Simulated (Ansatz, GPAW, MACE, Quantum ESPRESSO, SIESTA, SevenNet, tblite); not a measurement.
**tblite runs on HfO2(111) slab (54 atoms)**

How near does tblite come to plane waves for HfO2(111) slab (54 atoms)?

Program: tblite 0.8.0. Level of theory: the method is named at each step. Results are calculated unless marked as measured.

## (1) The structure

The cell holds 54 atoms: 18 Hf and 36 O. Cell: a = 10.776 Å, b = 7.184 Å, c = 17.332 Å, α = 90.0°, β = 90.0°, γ = 120.0°. It derives from HfO2 (fluorite-type). Fluorite-type HfO2 (a = 5.08 Å), (111) slab of 3 repeat layers, 3 x 2 surface cells, 10 Å of vacuum; not relaxed, displaced by a Gaussian of 0.02 Å. Then every atom was moved at random, 0.05 Å r.m.s. a Cartesian component. Vacuum lies along c.

The yardstick, on the same geometry:

| Item | Value |
| --- | --- |
| method | Kohn-Sham DFT, PBE, SSSP efficiency 1.3.0 pseudopotentials, plane waves (Quantum ESPRESSO 7.5); sssp-pbe-1.3.0-efficiency, cutoffs 60/480 Ry, Γ point |
| r.m.s. force component | 0.873 eV/Å |
| longest force | 3.096 eV/Å |
| gap (highest filled to lowest empty level) | 3.481 eV |
| time | 3.9 min on 4 MPI ranks of Arm Neoverse V1, shared host |
| CPU time | 15 min |

## (2) GFN1-xTB

Method: GFN1-xTB tight binding, diagonalisation.

File run.py:

```python
import numpy as np
from ase.io import read
from tblite.ase import TBLite

atoms = read("structure.xyz")
atoms.calc = TBLite(method="GFN1-xTB", electronic_temperature=580, accuracy=1.0, max_iterations=250, mixer_damping=0.4, verbosity=1)
energy = atoms.get_potential_energy()
forces = atoms.get_forces()
print(f"energy {energy:.6f} eV")
print("forces (eV/A)")
for i, (a, f) in enumerate(zip(atoms, forces)):
    print(f"{i:4d} {a.symbol:2s} {f[0]:10.5f} {f[1]:10.5f} {f[2]:10.5f}")
print("charges (e)")
print(np.array2string(atoms.get_charges(), precision=4, suppress_small=True, max_line_width=110, threshold=100000))
```

File structure.xyz:

```xyz
54
Lattice="10.77631 0.00000 0.00000 -3.59210 6.22170 0.00000 0.00000 0.00000 17.33235" Properties=species:S:1:pos:R:3 pbc="T T T"
Hf 1.81254 3.01354 5.78641
O 0.00722 4.01318 4.90731
O 1.85044 5.13452 6.43013
Hf 1.74375 5.15001 8.74972
O 1.92135 3.07483 7.94948
O 0.04634 4.15578 9.37143
Hf 0.03517 4.13762 11.65705
O 1.75572 5.16550 10.88090
O 8.92013 3.15639 12.33041
Hf 3.56685 0.01288 5.72054
O 1.73976 1.08214 4.95203
O 3.55564 2.06473 6.46965
Hf 3.66923 2.07593 8.56443
O -0.04400 6.20080 7.86611
O 1.79160 1.05004 9.37715
Hf 1.84710 1.13422 11.66623
O 3.53704 2.02846 10.80568
O 0.00079 0.02047 12.30891
Hf 5.39904 3.03886 5.74567
O 3.65403 4.09027 5.00056
O 5.37066 5.28229 6.45162
Hf 5.46119 5.18877 8.60447
O 5.38004 3.13263 7.92626
O 3.58492 4.11217 9.45046
Hf 3.66973 4.18160 11.53052
O 5.32569 5.20769 10.87258
O 1.76290 3.09150 12.36888
Hf 3.65522 6.17050 5.79108
O 5.40400 1.09676 4.97248
O 7.19010 2.19925 6.51436
Hf 7.17857 2.12701 8.58298
O 3.55450 6.21336 7.84479
O 5.46664 0.97668 9.37871
Hf 5.37469 1.02359 11.64422
O 7.23924 2.18002 10.76426
O 3.70299 0.07721 12.29713
Hf 8.93353 3.06021 5.78207
O 7.23525 4.18895 5.00125
O -1.82604 5.22585 6.43030
Hf -1.80273 5.10746 8.67085
O -1.78373 3.20150 7.92279
O 7.16201 4.17936 9.40869
Hf 7.17228 4.11397 11.52827
O -1.82098 5.16874 10.88645
O 5.37436 3.09878 12.32538
Hf 7.15572 6.21150 5.73891
O 8.92968 1.04749 4.98877
O 0.06865 2.03487 6.52026
Hf -0.00183 2.10038 8.60101
O -3.57608 6.21691 7.92019
O 9.00695 0.97749 9.41355
Hf 8.89006 0.99087 11.54785
O -0.02360 2.04476 10.87882
O 3.58941 6.07487 12.32521
```

The run is started by

```console
OMP_NUM_THREADS=1 python run.py > output.txt
```

The log of the run:

```text
------------------------------------------------------------
  cycle        total energy    energy error   density error
------------------------------------------------------------
      1     -156.9854055623  -1.5695526E+02   1.4716674E+00
      2     -145.2039754452   1.1781430E+01   1.8502468E+00
      3     -46.70007707482   9.8503898E+01   1.7298948E+00
      4     -112.1451279756  -6.5445051E+01   1.1159407E+00
      5     -177.3722403901  -6.5227112E+01   8.7705123E-01
      6     -185.3413172068  -7.9690768E+00   4.4142948E-01
      7     -189.1936032576  -3.8522861E+00   3.7819286E-01
      8     -178.6570738469   1.0536529E+01   5.2685816E-01
      9     -188.6718379521  -1.0014764E+01   3.8624288E-01
     10     -189.9675004451  -1.2956625E+00   2.8332832E-01
     11     -190.7793655127  -8.1186507E-01   1.4326498E-01
     12     -190.9145910653  -1.3522555E-01   9.6606885E-02
     13     -190.9860603553  -7.1469290E-02   7.8426082E-02
     14     -191.0507308532  -6.4670498E-02   7.0887402E-02
     15     -191.0661310903  -1.5400237E-02   6.6112640E-02
     16     -191.1016230653  -3.5491975E-02   5.6870533E-02
     17     -191.1255884106  -2.3965345E-02   4.8577191E-02
     18     -191.1420742526  -1.6485842E-02   4.1289069E-02
     19     -191.1554494444  -1.3375192E-02   3.4286918E-02
     20     -191.1692708438  -1.3821399E-02   2.4139586E-02
     21     -191.1786216357  -9.3507919E-03   1.3120901E-02
     22     -191.1819416512  -3.3200155E-03   6.9028091E-03
     23     -191.1830947864  -1.1531352E-03   1.7925100E-03
     24     -191.1831469451  -5.2158727E-05   1.1518019E-03
     25     -191.1831749345  -2.7989444E-05   5.1250121E-04
     26     -191.1831789830  -4.0485032E-06   4.6391705E-04
     27     -191.1831803432  -1.3601579E-06   2.8586888E-04
     28     -191.1831809743  -6.3105654E-07   2.4562310E-04
     29     -191.1831827458  -1.7715270E-06   2.0546943E-04
     30     -191.1831841558  -1.4099937E-06   1.6807982E-04
     31     -191.1831849025  -7.4670933E-07   8.4712016E-05
     32     -191.1831850196  -1.1714428E-07   3.8050280E-05
     33     -191.1831850672  -4.7543438E-08   2.4300097E-05
     34     -191.1831850922  -2.5052742E-08   1.0284834E-05
------------------------------------------------------------
 total:                                   1.900 sec
energy -5202.359451 eV
forces (eV/A)
   0 Hf   -0.31427    0.17438    0.52919
   1 O    -0.33739    0.24716   -0.10783
   2 O    -0.61516    0.22772   -0.21748
   3 Hf    0.07021    0.05590    0.31189
   4 O    -0.70807    0.29293   -0.45869
   5 O    -0.01503   -0.13531    0.11931
   6 Hf   -0.13063   -0.73523   -1.11986
   7 O     0.04674   -0.21873   -0.46574
   8 O     0.20762   -0.00201    1.03904
   9 Hf   -0.18286   -0.36019    1.03192
  10 O     0.24849   -0.13871   -0.81091
  11 O     0.65710   -0.43308   -0.01894
  12 Hf   -0.67499   -0.14309    0.31323
  13 O     0.42625    0.04076   -0.20091
  14 O    -0.23687   -0.16723    0.22438
  15 Hf   -0.55187    0.43056   -1.39861
  16 O     0.48050    0.16816    0.05150
  17 O    -0.15996   -0.07690    0.96586
  18 Hf   -0.53203   -0.41997   -0.02064
  19 O     0.41409    0.13851   -0.62067
  20 O     0.54919   -0.34576    0.53440
  21 Hf    0.22137    0.42815    0.08699
  22 O    -0.16602   -0.11043   -0.35979
  23 O     0.16939    0.48303    0.07856
[...]
46 O    -0.04298    0.48576   -0.56702
  47 O    -0.41620    0.27224    0.59005
  48 Hf    0.75868   -0.37384    0.47447
  49 O    -0.42668   -0.36196   -0.30650
  50 O    -0.17560    0.23199   -0.39490
  51 Hf    0.75306   -0.02105   -0.98628
  52 O    -0.14676    0.73567   -0.18850
  53 O    -0.19898    0.96977    0.85605
charges (e)
[ 1.2381 -0.658  -0.6278  1.2928 -0.6047 -0.6123  1.2305 -0.612  -0.6474  1.2229 -0.6391 -0.6111  1.299
 -0.6121 -0.61    1.2257 -0.6202 -0.651   1.2269 -0.6401 -0.62    1.2925 -0.6215 -0.6095  1.2306 -0.6098
 -0.6424  1.2278 -0.6454 -0.6285  1.2912 -0.6189 -0.621   1.2204 -0.6314 -0.6278  1.2311 -0.6381 -0.6164
  1.2981 -0.627  -0.6087  1.234  -0.6158 -0.6499  1.2381 -0.6482 -0.6202  1.2918 -0.6063 -0.6143  1.228
 -0.611  -0.6418]
```

Run time: 2.7 s. Hardware: 1 thread of Arm Neoverse V1, shared host; peak memory 0.12 GiB.

Banners, paths, timers and routine set-up lines are dropped from the logs unmarked, and long logs keep their key lines alone; longer cuts are marked.

Compared with the plane-wave run:

| Quantity | Value |
| --- | --- |
| r.m.s. force component | 0.4663 eV/Å |
| r.m.s. difference of force components | 620 meV/Å |
| longest difference of force vectors | 2342 meV/Å |
| force difference over r.m.s. force | 71.03 % |
| slope of forces against the reference's | 0.3904 |
| correlation of force components | 0.7309 |

Length of the force difference by element (eV/Å):

| element | atoms | mean | most |
| --- | --- | --- | --- |
| Hf | 18 | 1.6 | 2.3 |
| O | 36 | 0.56 | 1.2 |

Local excerpt of 9 atoms (numbers count through the whole input) about Hf25, picked at random; x, y, z are measured from there.

| atom | x | y | z | distance (Å) | bonds | Mulliken charge (e) | Fx | Fy | Fz (eV/Å) |
| --- | --- | --- | --- | --- | --- | --- | --- | --- | --- |
| Hf25 | 0.00 | 0.00 | 0.00 | 0.00 | 7 | 1.23 | 0.35 | -0.01 | -0.97 |
| O54 | -0.08 | 1.89 | 0.79 | 2.05 | 3 | -0.64 | -0.20 | 0.97 | 0.86 |
| O26 | 1.66 | 1.03 | -0.66 | 2.06 | 4 | -0.61 | 0.28 | -0.28 | -0.29 |
| O24 | -0.08 | -0.07 | -2.08 | 2.08 | 4 | -0.61 | 0.17 | 0.48 | 0.08 |
| O45 | 1.70 | -1.08 | 0.79 | 2.17 | 3 | -0.65 | 0.01 | -0.33 | 0.53 |
| O8 | -1.91 | 0.98 | -0.65 | 2.25 | 4 | -0.61 | 0.05 | -0.22 | -0.47 |
| O17 | -0.13 | -2.15 | -0.72 | 2.28 | 4 | -0.62 | 0.48 | 0.17 | 0.05 |
| O27 | -1.91 | -1.09 | 0.84 | 2.35 | 3 | -0.64 | -0.11 | -0.13 | 0.84 |
| Hf52 | 1.63 | 3.03 | 0.02 | 3.44 | 7 | 1.23 | 0.75 | -0.02 | -0.99 |

Atoms are counted from 1 here, from 0 in the log.

Forces lie 71 % from the reference's, at 0.0028 times its CPU time (on 1 against 4 cores).

The difference per atom is largest on Hf (1.6 eV/Å on average, against 0.56 on O).

## (3) Summary of results

```
force difference from the reference : tblite GFN1-xTB, 71 %
its CPU time                        : 2.6 s
```

In words: Tight binding differs by 71 % (tblite GFN1-xTB); it is another model, with fitted parameters of its own, and the xTB methods hold dispersion. One electronic-structure run takes under half the reference's CPU time: tblite GFN1-xTB, at 71 % in 2.6 s against 15 min, too far off to be of use. Periodic xTB results under one method name differ between programs and library versions. The electronic-structure runs sample only Γ, in a cell whose shortest periodic width is 6 Å. Spin–orbit coupling is left out, which matters for the levels of the heavy elements.

[Also dropped from logs without a mark: logging warnings of Python, and SIESTA's first energy breakdown and zero terms.]

[Logs are printed without paths, hosts, clocks, repeated set-up lines and the standing remarks that a program may print on its own settings, such as how far it seeks lower states.]

[Hosts, paths, dates, database ids (printed as entryN), source tags and the programs' standing remarks are cut or masked in the printed files.]
